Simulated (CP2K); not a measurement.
Consider furan at its PBE geometry (Å).

```xyz
9

C     0.3872    0.9476   -0.1157
C    -0.9364    0.3966   -0.1665
C    -0.8047   -0.9414    0.0722
O     0.5187   -1.2670    0.2691
C     1.2286   -0.0950    0.1488
H     0.6730    1.9835   -0.2591
H    -1.8628    0.9276   -0.3555
H    -1.5038   -1.7667    0.1312
H     2.3002   -0.1852    0.2757
```

Method: CP2K XAS_TDP, all-electron GAPW, PBEh(45%), aug-cc-pVDZ, TDA, GW2X-corrected core level, no relativity.

**Question.** Predict the bright core excitations at the C K edge.

Leading lines: C1 288.04 eV and C3 288.57 eV. The leading line of an atom is its first one with 35 % of the strongest within 2.5 eV of its lowest line over the strength cut. Core ionisation energies at this level: C1 292.02 and C3 293.24 eV.

The first six lines of each atom with a strength over 0.0015:

| atom | energy (eV) | states | strength, one atom | above the computed threshold |
| --- | --- | --- | --- | --- |
| C1 (bonded to 2 C and H), 2 alike | 288.04 | 1 | 0.0454 |  |
|  | 290.20 | 1 | 0.0092 |  |
|  | 290.32 | 1 | 0.0083 |  |
|  | 291.24 | 1 | 0.0017 |  |
|  | 291.81 | 2 | 0.0023 |  |
|  | 291.93 | 1 | 0.0035 |  |
| C3 (bonded to C, O and H), 2 alike | 288.57 | 1 | 0.0521 |  |
|  | 291.39 | 1 | 0.0140 |  |
|  | 292.19 | 1 | 0.0120 |  |
|  | 292.39 | 1 | 0.0053 |  |
|  | 292.43 | 1 | 0.0030 |  |
|  | 292.68 | 1 | 0.0049 |  |

Lines are vertical, at one geometry, with no vibrational structure. GW2X ionisation energies and lines can be off by 1 to 2 eV either way, and a good line position may hide errors that cancel. These values hold no scalar relativity, about 0.1 eV for C 1s. Rydberg lines, and the discretised continuum above threshold, depend on the basis and the box.

[Banner, clock and machine lines of the logs are left out without a mark of their own.]

[Logs are printed without paths, hosts, clocks, repeated set-up lines and the standing remarks that a program may print on its own settings, such as how far it seeks lower states.]

[Hosts, paths, dates, database ids (printed as entryN), source tags and the programs' standing remarks are cut or masked in the printed files.]
